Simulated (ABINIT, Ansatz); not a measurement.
# LiBiB2O6 (R-3): G0W0 with ABINIT, start to end, part 3 of 3

Aim: the G0W0 gap of LiBiB2O6 (R-3) on LDA, step by step.

ABINIT 10.8.3; LDA and many-body steps on it, plane waves. Known limits of the many-body steps: not at the basis limit; no spin-orbit coupling; coarse k mesh.

So far. Step 3 (Bands along the symmetry lines): The gap is 1.257 eV, −0.028 eV from the run before at this level. Step 4 (Empty states on the mesh, 2×2×2 mesh, 228 bands): On this mesh the gap is 1.292 eV.

### 5. Screening, 2×2×2 mesh, 208 bands, screening to 176.9 eV

The RPA dielectric matrix is built and inverted for each q.

This step: RPA screening on LDA, plane waves, norm-conserving pseudopotentials.

run.abi reads:

```
acell 3*1.0 Angstrom
rprim 
  2.439250647883 1.408302018200 5.224968345293
  -2.439250647883 1.408302018200 5.224968345293
  0.000000000000 -2.816604036329 5.224968345313
ntypat 4
znucl 3 5 83 8
natom 10
typat 1 2 2 3 4 4 4 4 4 4
xred 
  0.500000000000 0.500000000000 0.500000000000
  0.254532000000 0.254532000000 0.254532000000
  0.745468000000 0.745468000000 0.745468000000
  -0.000000000000 -0.000000000000 0.000000000000
  0.031291000000 0.463879000000 0.746058000000
  0.536121000000 0.253942000000 0.968709000000
  0.253942000000 0.968709000000 0.536121000000
  0.746058000000 0.031291000000 0.463879000000
  0.463879000000 0.746058000000 0.031291000000
  0.968709000000 0.536121000000 0.253942000000
pp_dirpath "pseudos"
pseudos "Li.upf, B.upf, Bi.upf, O.upf"
ecut 44
ngkpt 2 2 2
nshiftk 1
shiftk 0 0 0
kptopt 1
chksymbreak 0
istwfk *1
occopt 1
irdwfk 1
optdriver 3
nband 208
ecuteps 6.5
inclvkb 2
awtr 1
symchi 1
indata_prefix "in"
outdata_prefix "out"
tmpdata_prefix "tmp"
```

Started as:

```sh
$ OMP_NUM_THREADS=1 mpirun -n 4 abinit run.abi > log
```

Numbers of over 12 decimals in the logs are rounded to 6 here.

The program printed:

```text
.Version 10.8.3 of ABINIT. v10.8.2 released Aug 2026.

 Symmetries : space group R-3 (#148); Bravais hR (rhombohedral)
[... echo of the input left out ...]
== DATASET  1 ==================================================================
-   mpi_nproc: 4, omp_nthreads: 1 (-1 if OMP is not activated)

--- !DatasetInfo
iteration_state: {dtset: 1, }
dimensions: {natom: 10, nkpt: 4, mband: 208, nsppol: 1, nspinor: 1, nspden: 1, mpw: 10163, }
cutoff_energies: {ecut:  44.0, pawecutdg:  -1.0, }
electrons: {nelect:   6.80000000E+01, charge:   0.00000000E+00, occopt:   1.00000000E+00, tsmear:   1.00000000E-02, }

 SCREENING: Calculation of the susceptibility and dielectric matrices

 Based on a program developped by R.W. Godby, V. Olevano, G. Onida, and L. Reining.
 Incorporated in ABINIT by V. Olevano, G.-M. Rignanese, and M. Torrent.
.Using double precision arithmetic ; gwpc =  8

[... cell and pseudopotentials left out ...]
--------------------------------------------------------------------------------

 ==== K-mesh for the wavefunctions ====
 Number of points in the irreducible wedge :     4
[... list of points left out ...]
 Together with  6 symmetry operations and time-reversal symmetry
 yields     8 points in the full Brillouin Zone.

 ==== Q-mesh for the screening function ====
 Number of points in the irreducible wedge :     4
[... list of points left out ...]
 Together with  6 symmetry operations and time-reversal symmetry
 yields     8 points in the full Brillouin Zone.

 setmesh: FFT mesh size selected  =    48x   48x   48
          total number of points  =       110592

 vcoul_init : cutoff-mode = AUXILIARY_FUNCTION
 q-points for optical limit:   1
     1)      0.000010    0.000020    0.000030

- screening: taking advantage of time-reversal symmetry
- Maximum band index for partially occupied states nbvw = 34
- Remaining bands to be divided among processors   nbcw = 174
- Number of bands treated by each node ~43

 Number of electrons calculated from density =   68.0000; Expected =   68.0000
 average of density, n =  0.093568
 r_s =    1.3665
 omega_plasma =   29.5065 [eV]

 calculating chi0 at frequencies [eV] :
  1    0.000000E+00    0.000000E+00
  2    0.000000E+00    2.950653E+01

--------------------------------------------------------------------------------
  q-point number  1        q = ( 0.000000, 0.000000, 0.000000) [r.l.u.]
--------------------------------------------------------------------------------
[... chi0 elements left out ...]
 For q-point:  0.000010 0.000020 0.000030
  dielectric constant =   5.5862
  dielectric constant without local fields =   6.8659

  Average fulfillment of the sum rule on Im[epsilon] for q-point    1 :     66.00  [%]
[... wings left out ...]
  q-point number  2        q = ( 0.500000, 0.000000, 0.000000) [r.l.u.]
--------------------------------------------------------------------------------
[... chi0 elements left out ...]
  Average fulfillment of the sum rule on Im[epsilon] for q-point    2 :     71.16  [%]

 [... 2 further q-points ...]
```

Wall time 2.3 min (4 MPI ranks of AMD EPYC 9R14 (Zen 4), shared host); peak memory 3 GiB; 9.2 min of CPU time.

This step gave:

```
ε∞ with local fields, on this mesh, along the program's q direction : 5.586
the same without local fields                                       : 6.866
plasma frequency                                                    : 29.51 eV
plane waves in the screening matrix                                 : 575
```

Local fields lower ε∞ by 19 %. On a Γ-centred mesh this coarse the value itself is usually too large, while a short band sum pulls it down.

### 6. Self-energy, 2×2×2 mesh, 208 bands, screening to 176.9 eV

The self-energy is evaluated for the states that the input lists, and the levels follow from it, in one-shot runs by the linearised quasiparticle equation.

This step: G0W0 on LDA, plane waves, norm-conserving pseudopotentials.

Edit run.abi of step 5 so:

```diff
@@ -31,8 +31,19 @@
 irdwfk 1
-optdriver 3
+optdriver 4
 nband 208
+gwcalctyp 0
+ecutsigx 44
+symsigma 1
+nkptgw 3
+kptgw 
+  0.5000000000 0.5000000000 0.0000000000
+  0.5000000000 0.5000000000 0.5000000000
+  0.0000000000 0.0000000000 0.0000000000
+bdgw 
+  33 36
+  33 36
+  33 36
 ecuteps 6.5
-inclvkb 2
-awtr 1
-symchi 1
+irdscr 1
+ppmodel 1
 indata_prefix "in"
```

The program printed:

```text
.Version 10.8.3 of ABINIT. v10.8.2 released Aug 2026.

 Symmetries : space group R-3 (#148); Bravais hR (rhombohedral)
[... echo of the input left out ...]
== DATASET  1 ==================================================================
-   mpi_nproc: 4, omp_nthreads: 1 (-1 if OMP is not activated)

--- !DatasetInfo
iteration_state: {dtset: 1, }
dimensions: {natom: 10, nkpt: 4, mband: 208, nsppol: 1, nspinor: 1, nspden: 1, mpw: 10163, }
cutoff_energies: {ecut:  44.0, pawecutdg:  -1.0, }
electrons: {nelect:   6.80000000E+01, charge:   0.00000000E+00, occopt:   1.00000000E+00, tsmear:   1.00000000E-02, }

 SIGMA: Calculation of the GW corrections

 Based on a program developped by R.W. Godby, V. Olevano, G. Onida, and L. Reining.
 Incorporated in ABINIT by V. Olevano, G.-M. Rignanese, and M. Torrent.
.Using double precision arithmetic ; gwpc =  8

[... cell and pseudopotentials left out ...]
--------------------------------------------------------------------------------

 ==== K-mesh for the wavefunctions ====
 Number of points in the irreducible wedge :     4
[... list of points left out ...]
 Together with  6 symmetry operations and time-reversal symmetry
 yields     8 points in the full Brillouin Zone.

 ==== Q-mesh for screening function ====
 Number of points in the irreducible wedge :     4
[... list of points left out ...]
 Together with  6 symmetry operations and time-reversal symmetry
 yields     8 points in the full Brillouin Zone.

 vcoul_init : cutoff-mode = AUXILIARY_FUNCTION
 q-points for optical limit:   1
     1)      0.000010    0.000020    0.000030
 setmesh: FFT mesh size selected  =    72x   72x   72
          total number of points  =       373248

 Number of electrons calculated from density =   68.0000; Expected =   68.0000
 average of density, n =  0.093568
 r_s =    1.3665
 omega_plasma =   29.5065 [eV]

 === KS Band Gaps ===
  >>>> For spin  1
   Minimum direct gap =   1.4995 [eV], located at k-point      :   0.0000  0.0000  0.0000
   Fundamental gap    =   1.2916 [eV], Top of valence bands at :   0.5000  0.5000  0.0000
                                       Bottom of conduction at :   0.5000  0.5000  0.5000
 SIGMA fundamental parameters:
 PLASMON POLE MODEL  1
 number of plane-waves for SigmaX                10163
 number of plane-waves for SigmaC and W            575
 number of plane-waves for wavefunctions         10163
 number of bands                                   208
 number of independent spin polarizations            1
 number of spinorial components                      1
 number of k-points in IBZ                           4
 number of q-points in IBZ                           4
 number of symmetry operations                       6
 number of k-points in BZ                            8
 number of q-points in BZ                            8
 number of frequencies for dSigma/dE                 9
 frequency step for dSigma/dE [eV]                0.25
 number of omega for Sigma on real axis              0
 max omega for Sigma on real axis  [eV]           0.00
 zcut for avoiding poles [eV]                     0.10

 EPSILON^-1 parameters (SCR file):
 dimension of the eps^-1 matrix on file            575
 dimension of the eps^-1 matrix used               575
 number of plane-waves for wavefunctions         10163
 number of bands                                   208
 number of q-points in IBZ                           4
 number of frequencies                               2
 number of real frequencies                          1
 number of imag frequencies                          1

 matrix elements of self-energy operator (all in [eV])

 Perturbative Calculation

--- !SelfEnergy_ee
iteration_state: {dtset: 1, }
kpoint     : [   0.500,    0.500,    0.000, ]
spin       : 1
KS_gap     :    1.818
QP_gap     :    3.312
Delta_QP_KS:    1.494
data: !SigmaeeData |
     Band     E0 <VxcDFT>   SigX SigC(E0)      Z dSigC/dE  Sig(E)    E-E0       E
       33   2.229 -19.604 -24.516   4.910   0.766  -0.306 -19.606  -0.002   2.228
       34   2.567 -19.937 -24.553   4.712   0.764  -0.309 -19.864   0.074   2.641
       35   4.385 -19.986 -16.851  -1.153   0.791  -0.265 -18.419   1.568   5.953
       36   9.033 -14.438  -8.929  -3.728   0.829  -0.207 -12.962   1.476  10.509

--- !SelfEnergy_ee
iteration_state: {dtset: 1, }
kpoint     : [   0.500,    0.500,    0.500, ]
spin       : 1
KS_gap     :    1.840
QP_gap     :    3.351
Delta_QP_KS:    1.511
data: !SigmaeeData |
     Band     E0 <VxcDFT>   SigX SigC(E0)      Z dSigC/dE  Sig(E)    E-E0       E
       33   2.018 -19.469 -24.671   5.119   0.764  -0.309 -19.533  -0.064   1.955
       34   2.018 -19.469 -24.671   5.119   0.764  -0.309 -19.533  -0.064   1.955
       35   3.859 -18.834 -15.951  -1.053   0.791  -0.264 -17.387   1.447   5.306
       36   9.257 -15.064  -9.682  -3.604   0.820  -0.220 -13.606   1.458  10.715

--- !SelfEnergy_ee
iteration_state: {dtset: 1, }
kpoint     : [   0.000,    0.000,    0.000, ]
spin       : 1
KS_gap     :    1.500
QP_gap     :    2.950
Delta_QP_KS:    1.450
data: !SigmaeeData |
     Band     E0 <VxcDFT>   SigX SigC(E0)      Z dSigC/dE  Sig(E)    E-E0       E
       33   2.404 -19.838 -25.008   5.150   0.764  -0.309 -19.853  -0.015   2.389
       34   2.404 -19.838 -25.008   5.150   0.764  -0.309 -19.853  -0.015   2.389
       35   3.903 -19.159 -16.350  -0.989   0.789  -0.268 -17.724   1.435   5.338
       36   9.212 -12.692  -6.839  -4.136   0.819  -0.221 -11.286   1.406  10.618

== END DATASET(S) ==============================================================
================================================================================

 -outvars: echo values of variables after computation  --------
           etotal      0.0000000000E+00
            nband         208
             nkpt           4
          spgroup         148
 [... the other variables as echoed above ...]

 Calculation completed.
```

It took 60 s on 4 MPI ranks; peak memory 2.4 GiB.

Numbers from this step:

* G0W0 gap on the points computed: 2.665 eV
* starting gap on the mesh: 1.292 eV
* k of the valence top: 0.5, 0.5, 0
* k of the conduction bottom: 0.5, 0.5, 0.5
* Z at the valence top: 0.764
* Z at the conduction bottom: 0.791
* least direct G0W0 gap on the computed points: 2.949 eV

The gap on the mesh goes from 1.29 eV to 2.67 eV, a correction of +1.37 eV.

Limits: finite bands, cutoff and mesh; no spin-orbit coupling; coarse k mesh. v1 is the top filled band, c1 the lowest empty one. Levels before and after the correction, in eV, zero at the valence-band top of each column:

```
           conduction bottom  valence top
Kohn-Sham               1.29         0.00
     G0W0               2.67         0.00
```

```
                         level  energy (eV)
Kohn-Sham       (0.5 0.5 0) v2       -0.337
Kohn-Sham       (0.5 0.5 0) v1        0.000
Kohn-Sham       (0.5 0.5 0) c1        1.818
Kohn-Sham       (0.5 0.5 0) c2        6.466
Kohn-Sham  (0.5 0.5 0.5) v2-v1       -0.549
Kohn-Sham     (0.5 0.5 0.5) c1        1.292
Kohn-Sham     (0.5 0.5 0.5) c2        6.690
     G0W0       (0.5 0.5 0) v2       -0.413
     G0W0       (0.5 0.5 0) v1        0.000
     G0W0       (0.5 0.5 0) c1        3.312
     G0W0       (0.5 0.5 0) c2        7.868
     G0W0  (0.5 0.5 0.5) v2-v1       -0.686
     G0W0     (0.5 0.5 0.5) c1        2.665
     G0W0     (0.5 0.5 0.5) c2        8.074
```

### 7. Where the time went

Times are wall times on 4 MPI ranks of AMD EPYC 9R14 (Zen 4), shared host, good to a factor of about two.

```
                          step     time  share  memory (GiB)
                  ground state  4.7 min   39 %          0.93
bands along the symmetry lines     87 s   12 %          0.66
      empty states on the mesh  2.6 min   22 %          0.59
                     screening  2.3 min   19 %           3.0
                   self-energy     60 s    8 %           2.4
```

### 8. What came out

```yaml
lda_gap: 1.26 eV, indirect
g0w0_gap_on_the_mesh: 2.67 eV
g0w0_gap_over_the_zone_rigid_shift: 2.63 eV
gw_settings: 2×2×2 mesh, 208 bands, screening to 176.9 eV, Godby-Needs plasmon pole
known_limits: not at the basis limit; no spin-orbit coupling; coarse k mesh
```

**Reading.** G0W0 moves the gap on the mesh from 1.29 eV to 2.67 eV (+1.37 eV), with Z of 0.76 and 0.79 at the edges. The mesh misses the band edges by 0.03 eV in all; a rigid shift gives 2.63 eV for the zone. Local fields lower the RPA ε∞ on this mesh from 6.87 to 5.59; a Γ-centred mesh this coarse tends to raise both, most where the direct gap is narrow, while a short band sum lowers them. Only 3 of the mesh's irreducible points were corrected, so a valley elsewhere could overtake. The dearest step here is «ground state». Bands and cutoff are finite, so the gap is not at the basis limit. The miss can reach some tenths of an eV and take either sign; the mesh is an error of its own. In the G0W0 run levels were corrected at 3 k points alone, so a gap called «on the mesh» is the least over those, and an edge elsewhere would be missed. The 2×2×2 mesh is coarse for this cell, which bears on the long-range parts of exchange and screening. Where an edge is built on 6p states of lead, bismuth or thallium, scalar-relativistic gaps usually stand too wide, by a few tenths to over one eV. The many-body steps are scalar-relativistic: spin-orbit coupling is not in them.

[Paths, hosts, dates, memory and timing lines, banners, echoed tables and standing remarks are left out of the program output.]

[Logs are printed without paths, hosts, clocks, repeated set-up lines and the standing remarks that a program may print on its own settings, such as how far it seeks lower states.]

[Runs of the session that timed out or met a known fault of the program may be left out.]

[Hosts, paths, dates, database ids (printed as entryN), source tags and the programs' standing remarks are cut or masked in the printed files.]

[G0W0 gaps are taken among the corrected bands and points alone; a level outside them can change the order at an edge.]

[Where Ansatz stands beside ABINIT at settings called matched, ABINIT's density can come from a denser mesh and the files from another edition; pairs whose starting gaps differed by over 0.03 eV were left out, so agreement reads better than it is.]
